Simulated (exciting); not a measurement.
Two BSE runs for the F K edge of CsSrF3, space group Pm-3m. Run A: exciting, all-electron LAPW+lo, LDA, exchange and screened direct term (singlet BSE), 3×3×3 shifted k points, 54 conduction bands, |G+q| up to 3 bohr⁻¹, full RPA screening with nempty = 85, Lorentzian half width 0.45 eV. Run B has a fault in its input.

Energy from the Kohn–Sham onset, core level to the lowest empty state found on the meshes used; one zero for both, scaled to A's maximum:

| E (eV) | A | B |
| --- | --- | --- |
| -6.0 | 0.01 | 0.01 |
| -5.5 | 0.01 | 0.01 |
| -5.0 | 0.02 | 0.01 |
| -4.5 | 0.02 | 0.02 |
| -4.0 | 0.02 | 0.02 |
| -3.5 | 0.03 | 0.03 |
| -3.0 | 0.05 | 0.04 |
| -2.5 | 0.07 | 0.05 |
| -2.0 | 0.12 | 0.08 |
| -1.5 | 0.25 | 0.15 |
| -1.0 | 0.68 | 0.34 |
| -0.5 | 0.90 | 0.89 |
| 0.0 | 0.53 | 0.79 |
| 0.5 | 0.37 | 0.51 |
| 1.0 | 0.22 | 0.34 |
| 1.5 | 0.17 | 0.21 |
| 2.0 | 0.17 | 0.18 |
| 2.5 | 0.20 | 0.17 |
| 3.0 | 0.31 | 0.22 |
| 3.5 | 0.41 | 0.33 |
| 4.0 | 0.37 | 0.43 |
| 4.5 | 0.20 | 0.35 |
| 5.0 | 0.15 | 0.19 |
| 5.5 | 0.14 | 0.15 |
| 6.0 | 0.13 | 0.14 |
| 6.5 | 0.14 | 0.13 |
| 7.0 | 0.14 | 0.14 |
| 7.5 | 0.15 | 0.13 |
| 8.0 | 0.17 | 0.13 |
| 8.5 | 0.12 | 0.19 |
| 9.0 | 0.09 | 0.19 |
| 9.5 | 0.08 | 0.12 |
| 10.0 | 0.07 | 0.10 |
| 10.5 | 0.08 | 0.09 |
| 11.0 | 0.08 | 0.07 |
| 11.5 | 0.12 | 0.07 |
| 12.0 | 0.18 | 0.08 |
| 12.5 | 0.16 | 0.11 |
| 13.0 | 0.13 | 0.17 |
| 13.5 | 0.10 | 0.16 |
| 14.0 | 0.10 | 0.12 |
| 14.5 | 0.11 | 0.11 |
| 15.0 | 0.13 | 0.11 |
| 15.5 | 0.16 | 0.13 |
| 16.0 | 0.18 | 0.17 |
| 16.5 | 0.16 | 0.21 |
| 17.0 | 0.18 | 0.16 |
| 17.5 | 0.21 | 0.18 |
| 18.0 | 0.22 | 0.21 |
| 18.5 | 0.24 | 0.21 |
| 19.0 | 0.22 | 0.25 |
| 19.5 | 0.19 | 0.23 |
| 20.0 | 0.13 | 0.19 |
| 20.5 | 0.11 | 0.13 |
| 21.0 | 0.11 | 0.11 |
| 21.5 | 0.11 | 0.11 |
| 22.0 | 0.10 | 0.11 |
| 22.5 | 0.08 | 0.10 |
| 23.0 | 0.07 | 0.09 |

Question: What most likely went wrong in run B?

The basis cutoff rgkmax is far too low (basis cutoff rgkmax from 7 to 4.5). Against run A the r.m.s. difference is 36 %. Moving the earlier curve by +0.4 eV leaves 10 %. The highest maximum lies at -0.3 eV (1.01), against -0.7 eV (1.00). The first bright state moves from -0.73 to -0.39 eV. The lowest bare transition of this run lies at 0.80 eV, against 0.49. A small basis shifts bands and core levels against each other. Other settings could leave a like mark; this is the change that was made.

[Hosts, paths, dates, database ids (printed as entryN), source tags and the programs' standing remarks are cut or masked in the printed files.]
